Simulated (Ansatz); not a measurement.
## KSnCl3 (model cell, started as cubic perovskite with Sn in the octahedra): a soft mode frozen in

Which phase does KSnCl3 (model cell, started as cubic perovskite with Sn in the octahedra) fall into along its unstable mode, and how much energy does it gain?

Calculated with Ansatz 0.2.0; DFT PBEsol, scalar-relativistic, plane waves, PAW; PAW set soft_1.

The structure was built from a prototype and need not be the compound's stable phase.

### Step 1. The structure

The structure is cubic, space group Pm-3m (No. 221). Conventional cell: a = 5.482 Å, b = 5.482 Å, c = 5.482 Å, α = 90.00°, β = 90.00°, γ = 90.00°. K has 12 Cl at 3.88 Å nearest. Sn has 6 Cl at 2.74 Å nearest. Cl has 2 Sn at 2.74 Å and 4 K at 3.88 Å nearest. Farther neighbours and most contacts between anions are not listed.

### Step 2. Phonons on a q mesh

The cell comes from relaxations at this level that are not shown. Stability and thermal properties need the whole zone. Linear response on a 2×2×2 q mesh gives force constants as far as a supercell of that size would, and the tensors from the zone-centre run are typed in so that the long-range dipole term is interpolated apart.

Contents of input.yaml:

```yaml
crystal:
  lattice:
    - [5.4819651111, 0.0, 0.0]
    - [0.0, 5.4819651111, 0.0]
    - [0.0, 0.0, 5.4819651111]
  atoms:
    - { symbol: K, position: [0.0, 0.0, 0.0] }
    - { symbol: Sn, position: [0.5, 0.5, 0.5] }
    - { symbol: Cl, position: [0.5, 0.5, 0.0] }
    - { symbol: Cl, position: [0.5, 0.0, 0.5] }
    - { symbol: Cl, position: [0.0, 0.5, 0.5] }
kpoints:
  mp_grid: { grid: [12, 12, 12] }
hamiltonian:
  xc: pbesol
  pseudopotentials: { kind: paw, azcp: { folder: soft_1 }, xc_functional: pbe }
scf:
  occupations: { method: fixed }
output:
  eigenvalues: true
phonons:
  method: dfpt
  qmesh: [2, 2, 2]
  temperatures: { t_max: 1000, t_step: 50 }
  qpath:
    path:
      - [[0.0, 0.0, 0.0], [0.0, 0.5, 0.0], [0.5, 0.5, 0.0], [0.0, 0.0, 0.0], [0.5, 0.5, 0.5], [0.0, 0.5, 0.0]]
      - [[0.5, 0.5, 0.5], [0.5, 0.5, 0.0]]
    npoints: 10
  non_analytic_term:
    high_frequency_dielectric_tensor: [[6.0559, 0.0, 0.0], [0.0, 6.0559, 0.0], [0.0, 0.0, 6.0559]]
    born_effective_charges:
      - { species: K, tensor: [[1.282, 0.0, 0.0], [0.0, 1.282, 0.0], [0.0, 0.0, 1.282]] }
      - { species: Sn, tensor: [[4.596, 0.0, 0.0], [0.0, 4.596, 0.0], [0.0, 0.0, 4.596]] }
      - { species: Cl, tensor: [[-0.5016, 0.0, 0.0], [0.0, -0.5016, 0.0], [0.0, 0.0, -4.8748]] }
      - { species: Cl, tensor: [[-0.5016, 0.0, 0.0], [0.0, -4.8748, 0.0], [0.0, 0.0, -0.5016]] }
      - { species: Cl, tensor: [[-4.8748, 0.0, 0.0], [0.0, -0.5016, 0.0], [0.0, 0.0, -0.5016]] }
    source: "zone-centre run at this cell"
```

Launch:

```
> ansatz run input.yaml --threads 4 --pin off --max-ram 16384MiB --backend cpu --events-out ev --progress --plain --runs-dir out
```

Numbers of over 12 decimals in the logs are rounded to 6 here.

Log:

```text
Engine: ansatz 0.2.0, aarch64-unknown-linux-gnu
Pseudopotentials: kind: paw
Pseudopotential: K, paw, valence charge 9, recommended cutoff 420 eV (normal), soft_1/K.paw.azcp
Pseudopotential: Sn, paw, valence charge 14, recommended cutoff 420 eV (normal), soft_1/Sn.paw.azcp
Pseudopotential: Cl, paw, valence charge 7, recommended cutoff 420 eV (normal), soft_1/Cl.paw.azcp
Functional definition: PBEsol
  exchange = pbesol_x
  correlation = pbesol_c
Crystal: 5 atoms, lattice volume = 164.744 Å³
Basis set: ecut = 420 eV, 3191 PW (Γ), exchange–correlation on 80×80×80 points (8 copies of the dense FFT grid, shifted against one another)
Bands: 27, of which v1, the nominal top of the filled ones, is band 22 counted from 1 (21 counted from 0)
Symmetry: 48 space group operations
k-points: 84 of 1728
Non-local potential: K, projectors of the file, l = 0: 3, l = 1: 2, l = 2: 2
Non-local potential: Sn, projectors of the file, l = 0: 2, l = 1: 2, l = 2: 2, l = 3: 1
Non-local potential: Cl, projectors of the file, l = 0: 2, l = 1: 2, l = 2: 1
PAW form: soft (Blöchl's): semilocal exchange-correlation on the pseudo side does not see the compensation charge
PAW frozen core: K, regenerated for the run's functional, and the local potential with it (the file was generated under x = pbe(κ = 0.804, μ = 0.219515), c = pbe(β = 0.066725))
PAW frozen core: Sn, regenerated for the run's functional, and the local potential with it (the file was generated under x = pbe(κ = 0.804, μ = 0.219515), c = pbe(β = 0.066725))
PAW frozen core: Cl, regenerated for the run's functional, and the local potential with it (the file was generated under x = pbe(κ = 0.804, μ = 0.219515), c = pbe(β = 0.066725))
PAW one-centre angular grid: K, 110 points (default); XC on 64 Gauss nodes
PAW one-centre angular grid: Sn, 590 points (default); XC on 64 Gauss nodes
PAW one-centre angular grid: Cl, 110 points (default); XC on 64 Gauss nodes
Initial density: superposition of atomic densities (chi_scale 0.1, normalization cell, long waves kept (reshape's long-wave potential 0.01 eV rms))
Initial wavefunctions: pseudopotential atomic-orbital guess
Functional: x = pbesol(κ = 0.804, μ = 0.123457), c = pbesol(β = 0.046)
SCF iter   1: F=—  HF=-10656.276594 eV  |F-HF|=—  |Δ(HF+E_count)|=         —  Δρ=3.42e-2  dr2=2.93e0  ethr=3.10e-3  ⟨swp⟩=5.1  Hψ=9087  notcnv=0  defer=195
preconditioner: auto → Resta (q_TF=auto, 2.189 Å⁻¹)  ε∞=4.7  [insulator: Δε(μ)=0.165 eV  Ē_g=6.768 eV  n_scr=26 (ndim 8)  ℏωp=12.9 eV  f_vac=0.031  ε∞_Penn≈4.7]
SCF iter   2: F=—  HF=-10655.253169 eV  |F-HF|=—  |Δ(HF+E_count)|=    1.02e0  Δρ=1.33e-2  dr2=6.10e-1  ethr=3.10e-3  ⟨swp⟩=3.2  Hψ=5403  notcnv=0  defer=210
SCF iter   3: F=—  HF=-10654.990881 eV  |F-HF|=—  |Δ(HF+E_count)|=   2.62e-1  Δρ=4.82e-3  dr2=8.77e-2  ethr=1.39e-3  ⟨swp⟩=2.9  Hψ=4806  notcnv=0  defer=238
SCF iter   4: F=—  HF=-10654.960244 eV  |F-HF|=—  |Δ(HF+E_count)|=   3.06e-2  Δρ=1.40e-3  dr2=6.89e-3  ethr=1.99e-4  ⟨swp⟩=3.0  Hψ=3948  notcnv=0  defer=245
SCF iter   5: F=—  HF=-10654.960297 eV  |F-HF|=—  |Δ(HF+E_count)|=   5.27e-5  Δρ=3.91e-4  dr2=3.70e-4  ethr=1.57e-5  ⟨swp⟩=3.0  Hψ=3747  notcnv=0  defer=248
SCF iter   6: F=—  HF=-10654.960674 eV  |F-HF|=—  |Δ(HF+E_count)|=   3.78e-4  Δρ=7.95e-5  dr2=1.12e-5  ethr=8.41e-7  ⟨swp⟩=2.9  Hψ=4280  notcnv=0  defer=247
SCF iter   7: F=—  HF=-10654.960692 eV  |F-HF|=—  |Δ(HF+E_count)|=   1.75e-5  Δρ=2.50e-5  dr2=1.39e-6  ethr=2.55e-8  ⟨swp⟩=2.0  Hψ=3984  notcnv=0  defer=243
SCF iter   8: F=—  HF=-10654.960696 eV  |F-HF|=—  |Δ(HF+E_count)|=   3.67e-6  Δρ=5.31e-6  dr2=5.37e-8  ethr=3.16e-9  ⟨swp⟩=2.0  Hψ=4037  notcnv=0  defer=222
SCF iter   9: F=—  HF=-10654.960696 eV  |F-HF|=—  |Δ(HF+E_count)|=   1.43e-7  Δρ=1.14e-6  dr2=3.89e-9  ethr=1.22e-10  ⟨swp⟩=2.0  Hψ=3442  notcnv=0  defer=223
SCF iter  10: F=—  HF=-10654.960696 eV  |F-HF|=—  |Δ(HF+E_count)|=   5.99e-9  Δρ=2.26e-7  dr2=1.93e-10  ethr=8.85e-12  ⟨swp⟩=2.0  Hψ=3515  notcnv=0  defer=223
SCF iter  11: F=-10654.960696 eV  HF=-10654.960696 eV  |F-HF|=1.09e-11  |Δ(HF+E_count)|=  2.18e-11  Δρ=5.29e-8  dr2=6.09e-12  ethr=1.00e-12  ⟨swp⟩=15.9  Hψ=18536  notcnv=0
SCF 1 converged in 11 iterations: F = -10654.960696 eV  dr2 = 6.09e-12
  greatest PAW one-centre occupation: 0.993 electrons in one spin orbital (limit 2), on the Sn atom at site 1 (counted from 0), in its partial waves of l = 2
NSCF: frozen V_eff on 84 k-points
NSCF: frozen V_eff on 343 k-points
DFPT response loops at q = (0, 0, 0) (fractional): preconditioner auto → Resta (q_TF=auto, 2.189 Å⁻¹)  ε∞=10.9 (no band partly filled); β = 1.00, the filter's whole step (`scf.mixing.beta` (0.50) is not read by the response loops at its default; to damp them type it under 1.00, their step now; it binds the ground state too); Broyden in place of MSR1
NSCF: frozen V_eff on 686 k-points
DFPT response loops at q = (0, 0, -0.5) (fractional): mixed as the last ones told, above
NSCF: frozen V_eff on 686 k-points
DFPT response loops at q = (0, -0.5, -0.5) (fractional): mixed as the last ones told, above
NSCF: frozen V_eff on 686 k-points
DFPT response loops at q = (-0.5, -0.5, -0.5) (fractional): mixed as the last ones told, above
SCF converged after 11 iterations
Free energy (F): -10654.960696 eV
Harris-Foulkes:  -10654.960696 eV  (|F-HF|=1.09e-11)
Internal energy: -10654.960696 eV  (E = F + TS)
E sigma→0 (E₀):  -10654.960696 eV
Fermi energy:    4.614290 eV
--- Per-component energies (eV) ---
  E_band       = -364.510813
  E_kinetic    = 876.862078
  E_local      = -3047.792382  (includes V_loc(G=0)·N_el)
  E_nonlocal   = 255.964505
  E_hartree    = 1250.776148
  E_xc         = -577.290954
  E_vxc        = -591.821911  (∫ρ·V_xc dr)
  E_paw        = -6980.489267  (= ΣΔE_a)
  E_vpaw       = -359.276086  (= ΣTr[D̂ρ^β])
  E_aug_tail   = 0.000637  (compensation charges beyond the density's cutoff)
  E_ewald      = -2433.619482
  E_core_change = 0.628021  (= ΣΔE_core)
  E_smearing   = -0.000000  (= −TS)
  E_closure    = -0.000000  (closes the sum)
  Σ components = -10654.960696   (vs F -10654.960696, Δ=0.00e0)
--- Band table (eV; the first three rows and the last of 84) ---
  k-point 0: bands = [... 18 lower, 0.6645, 0.7120, 0.7120, 0.7120, 6.0192, 8.2477, 8.2477, 8.8212, ... 1 higher]
  k-point 1: bands = [... 18 lower, 0.6564, 0.7053, 0.7053, 0.7321, 6.0832, 8.2690, 8.3014, 8.8284, ... 1 higher]
  k-point 2: bands = [... 18 lower, 0.6345, 0.6946, 0.6946, 0.8259, 6.2684, 8.3053, 8.4539, 8.8182, ... 1 higher]
  k-point 83: bands = [... 18 lower, 1.1426, 1.1426, 1.1426, 4.6143, 5.1179, 5.1179, 5.1179, 7.4175, ... 1 higher]
--- Phonons (Γ-DFPT): 4 representative perturbations + reference (Σ response iterations 12) ---
  ASR residual: 4.825e-5 → 0.000e0 eV/Å²; symmetrization residual: 1.462e-5 eV/Å²
  ASR residual per site (eV/Å²): 4.83e-5 4.50e-5 3.75e-5 3.75e-5 3.75e-5
  Γ frequencies (cm⁻¹): -61.26 -61.26 -61.26 -0.79 -0.79 -0.79 0.00 0.00 0.00 61.76 61.76 61.76 93.38 93.38 93.38
--- Phonons (arbitrary-q DFPT): 4 irreducible q on the 2×2×2 mesh ---
  q = [0.0000, 0.0000, 0.0000] (star 1, of the zone-centre solve; hermiticity 1.59e-5, symmetrization 1.16e-11): -61.26 -61.26 -61.26 -0.79 -0.79 -0.79 -0.00 -0.00 0.00 61.76 61.76 61.76 93.38 93.38 93.38
  q = [0.0000, 0.0000, -0.5000] (star 3, 9 solved perturbations in 2646 linear systems a pass and spin channel, the states on 343 of 1728 k-point pairs; hermiticity 4.73e-6, symmetrization 4.17e-12): -53.25 -53.25 -20.57 -20.57 35.74 47.92 48.77 48.77 50.11 50.11 55.07 95.62 95.62 145.65 241.27
  q = [0.0000, -0.5000, -0.5000] (star 3, 9 solved perturbations in 2646 linear systems a pass and spin channel, the states on 343 of 1728 k-point pairs; hermiticity 1.15e-6, symmetrization 1.63e-13): -60.28 -54.58 -54.58 -41.27 37.66 37.66 38.95 56.12 56.12 93.06 98.22 142.23 142.23 217.71 246.39
  q = [-0.5000, -0.5000, -0.5000] (star 1, 4 solved perturbations in 931 linear systems a pass and spin channel, the states on 343 of 1728 k-point pairs; hermiticity 1.15e-6, symmetrization 1.86e-11): -60.22 -60.22 -60.22 -54.44 -54.44 -54.44 97.11 97.11 97.11 134.00 134.00 134.00 217.62 217.62 251.12
  sum rule: each row above includes the acoustic sum rule's correction from the zone centre's row sums; it moved no ω² by more than (0.58 cm⁻¹)²
  mesh force constants: q→R imaginary residual 6.82e-18; ASR residual 4.825e-5 → 0.000e0 eV/Å²; symmetrization residual 3.109e-15 eV/Å²
  interpolated dispersion: 63 rows × 15 modes
  density of states and harmonic sums: on the 12×12×12 q-mesh, interpolated from the force constants of a 2×2×2 supercell (with the dipole–dipole term of supplied tensors)
  largest difference from the sums on the solved wave vectors: F 3.76e-2 eV, S 4.68e-5 and C_V 3.94e-5 eV/K
  zero-point energy: 0.064947 eV/cell   skipped modes (ω ≤ 0): 420, of them read as no rigid motion or as one in doubt: 417 (4.980e0 modes/cell left out, lowest -61.26 cm⁻¹)   left out of the sums: 3.32e-1 of the cell's modes: C_V's classical limit lies that fraction below 3 k_B per atom; for a crystal, a wire or a layer, F and S can be off by more, and a phonons.interpolated_qmesh denser along its periods is the remedy for the sampling
```

Elapsed: 14 min, on 4 threads of Arm Neoverse V1, shared host; peak memory 3.4 GiB; 54 min of CPU time.

Numbers from this step:

```
gap on the k-mesh                                       : 0.5036 eV
volume per atom                                         : 32.95 Å³
sum-rule residual before enforcement                    : 4.83e-5 eV/Å²
lowest frequency on the path                            : -61.26 cm⁻¹
point group                                             : m-3m
highest frequency on the path or at a solved wavevector : 251.1 cm⁻¹
highest optical mode at the zone centre (no LO-TO term) : 93.38 cm⁻¹
lowest optical zone-centre mode                         : -61.26 cm⁻¹
lowest mode on the q mesh (acoustic modes at Γ apart)   : -61.26 cm⁻¹
```

Frequencies (cm⁻¹) solved at each irreducible wavevector; negative means imaginary. Frequencies by wavevector, by row:

```
q in reciprocal lattice units  star  mode 1  mode 2  mode 3  mode 4  mode 13  mode 14  mode 15
                        0 0 0     1   -61.3   -61.3   -61.3    -0.8     93.4     93.4     93.4
                     0 0 -0.5     3   -53.2   -53.2   -20.6   -20.6     95.6    145.7    241.3
                  0 -0.5 -0.5     3   -60.3   -54.6   -54.6   -41.3    142.2    217.7    246.4
               -0.5 -0.5 -0.5     1   -60.2   -60.2   -60.2   -54.4    217.6    217.6    251.1
```

Interpolated from a 2×2×2 q mesh, with the LO-TO term (at Γ the limit along the path; where Γ stands inside the path, tables give the limit on arrival). Phonon branches along the path, in cm⁻¹:

```
    point  branch 1  branch 2  branch 3  branch 4  branch 12  branch 13  branch 14  branch 15
        Γ       -61       -61       -59        -1         68         93         93        229
  halfway       -58       -58       -29       -13         94         94        111        235
        X       -53       -53       -21       -21         96         96        146        241
  halfway       -55       -48       -43       -36        111        144        171        241
        M       -60       -55       -55       -41        142        142        218        246
  halfway       -54       -54       -35       -32        109        110        155        228
        Γ       -61       -61       -59        -1         68         93         93        229
  halfway       -54       -54       -42       -33        109        159        159        223
        R       -60       -60       -60       -54        134        218        218        251
  halfway       -54       -52       -49       -42        141        162        179        240
        X       -53       -53       -21       -21         96         96        146        241
jump to R       -60       -60       -60       -54        134        218        218        251
  halfway       -60       -55       -55       -48        138        169        218        246
        M       -60       -55       -55       -41        142        142        218        246
```

Symmetry leaves 4 wavevectors to solve. The lowest mode among them, the acoustic zeros apart, lies at Γ and is imaginary, 61.3i cm⁻¹, so the energy falls along it.

### Step 3. The mode frozen in, largest atomic shift 0 Å

The mode followed lies at Γ with frequency 61.3i cm⁻¹ and is 3-fold degenerate, the softest among the wavevectors solved. At small amplitude the distorted cell has space group no. 160 by a symmetry search on the positions. The undistorted cell that holds it gives the zero of energy on the same k mesh.

input.yaml, the sections that differ from step 2:

```yaml
scf:
  occupations: { method: gaussian, width: 0.02 }
output:
  forces: true
  stress: true
  eigenvalues: true
# crystal, kpoints, hamiltonian: as in step 2
# phonons: removed
```

Log:

```text
[...]
Crystal: 5 atoms, lattice volume = 164.744 Å³
Basis set: ecut = 420 eV, 3191 PW (Γ), exchange–correlation on 80×80×80 points (8 copies of the dense FFT grid, shifted against one another)
Bands: 27, of which v1, the nominal top of the filled ones, is band 22 counted from 1 (21 counted from 0)
Symmetry: 48 space group operations
[...]
k-points: 84 of 1728
[...]
k-point 0: bands = [... 18 lower, 0.6646, 0.7121, 0.7121, 0.7121, 6.0193, 8.2477, 8.2477, 8.8214, ... 1 higher]
  k-point 1: bands = [... 18 lower, 0.6565, 0.7054, 0.7054, 0.7321, 6.0834, 8.2690, 8.3013, 8.8286, ... 1 higher]
  k-point 2: bands = [... 18 lower, 0.6346, 0.6946, 0.6946, 0.8259, 6.2686, 8.3053, 8.4538, 8.8183, ... 1 higher]
  k-point 83: bands = [... 18 lower, 1.1426, 1.1426, 1.1426, 4.6144, 5.1180, 5.1180, 5.1180, 7.4178, ... 1 higher]
[key lines of the parts left out:]
SCF converged after 8 iterations
Free energy (F): -10654.960696 eV
Fermi energy:    4.865782 eV
P = ⅓ Tr σ = 0.0001 GPa (0.001 kbar)
```

The job ended after 7.2 s (4 threads; peak memory 0.61 GiB; 28 s of CPU time).

Numbers from this step:

- pressure: 1.14e-4 GPa
- energy from the undistorted cell: 0 meV/atom

At this level the gap is 0.50 eV on the k-mesh of the self-consistent run, which can miss the band edges.

### Step 4. The mode frozen in, largest atomic shift 0.6 Å

The atoms are moved along the unstable eigenvector, the largest shift by 0.6 Å, with the cell fixed.

input.yaml, the sections that differ from step 3:

```yaml
crystal:
  lattice:
    - [5.4819651111, 0.0, 0.0]
    - [0.0, 5.4819651111, 0.0]
    - [0.0, 0.0, 5.4819651111]
  atoms:
    - { symbol: K, position: [0.0631908731, -0.0631908731, -0.0631908731] }
    - { symbol: Sn, position: [0.4964709845, 0.5035290155, 0.5035290155] }
    - { symbol: Cl, position: [0.4689763709, 0.5310236291, -0.0041706351] }
    - { symbol: Cl, position: [0.4689763709, -0.0041706351, 0.5310236291] }
    - { symbol: Cl, position: [0.0041706351, 0.5310236291, 0.5310236291] }
# kpoints, hamiltonian, scf, output: as in step 3
```

Log:

```text
[...]
Crystal: 5 atoms, lattice volume = 164.744 Å³
Basis set: ecut = 420 eV, 3191 PW (Γ), exchange–correlation on 80×80×80 points (8 copies of the dense FFT grid, shifted against one another)
Bands: 27, of which v1, the nominal top of the filled ones, is band 22 counted from 1 (21 counted from 0)
Symmetry: 6 space group operations
[...]
k-point 0: bands = [... 18 lower, 0.6475, 0.6661, 0.6661, 0.6732, 6.1897, 8.3234, 8.4804, 8.4804, ... 1 higher]
  k-point 1: bands = [... 18 lower, 0.6080, 0.6362, 0.6711, 0.7492, 6.2491, 8.2290, 8.5152, 8.5589, ... 1 higher]
  k-point 2: bands = [... 18 lower, 0.5757, 0.6200, 0.6714, 0.8706, 6.4199, 8.0298, 8.5934, 8.6332, ... 1 higher]
  k-point 188: bands = [... 18 lower, 0.9889, 0.9889, 1.1181, 3.8484, 5.0761, 5.0761, 5.6245, 7.5536, ... 1 higher]
[key lines of the parts left out:]
SCF converged after 9 iterations
Free energy (F): -10655.024269 eV
Fermi energy:    4.462145 eV
P = ⅓ Tr σ = 0.5278 GPa (5.278 kbar)
```

Wall time 27 s (4 threads); peak memory 0.86 GiB.

This step gave:

```
pressure                         : 0.5278 GPa
gap on the k-mesh                : 1.228 eV
energy from the undistorted cell : -12.71 meV/atom
```

The energy, extrapolated to zero smearing, is -12.71 meV/atom against the undistorted cell.

The run ends at a pressure of 0.53 GPa, with forces up to 0.063 eV/Å.

### Step 5. Energy along the mode, all amplitudes (two of the runs are shown above)

An imaginary frequency means negative curvature, so the energy should fall and then rise again as anharmonic terms take over.

Numbers from this step:

* depth at the lowest point sampled: 12.71 meV/atom
* largest atomic shift at that point: 0.6 Å

Table of energy from the parent by largest atomic shift:

```
largest atomic shift (Å)  energy from the parent (meV/atom)
                   0.000                                  0
                   0.040                             -0.125
                   0.080                             -0.496
                   0.140                              -1.49
                   0.220                              -3.54
                   0.320                              -6.88
                   0.450                              -11.3
                   0.600                              -12.7
```

Displacement at unit largest shift by atom:

```
atom   x (Å)   y (Å)   z (Å)   size
  K1   0.577  -0.577  -0.577  0.999
 Sn2  -0.032   0.032   0.032  0.055
 Cl3  -0.283   0.283  -0.038  0.402
 Cl4  -0.283  -0.038   0.283  0.402
 Cl5   0.038   0.283   0.283  0.402
```

The lowest of the steps tried is the last one, at 0.6 Å, 12.7 meV/atom below the parent; the bottom of the well need not coincide with a step.

(Continued in part 2 of 3.)

[Logs are printed without paths, hosts, clocks, repeated set-up lines and the standing remarks that a program may print on its own settings, such as how far it seeks lower states.]

[Hosts, paths, dates, database ids (printed as entryN), source tags and the programs' standing remarks are cut or masked in the printed files.]
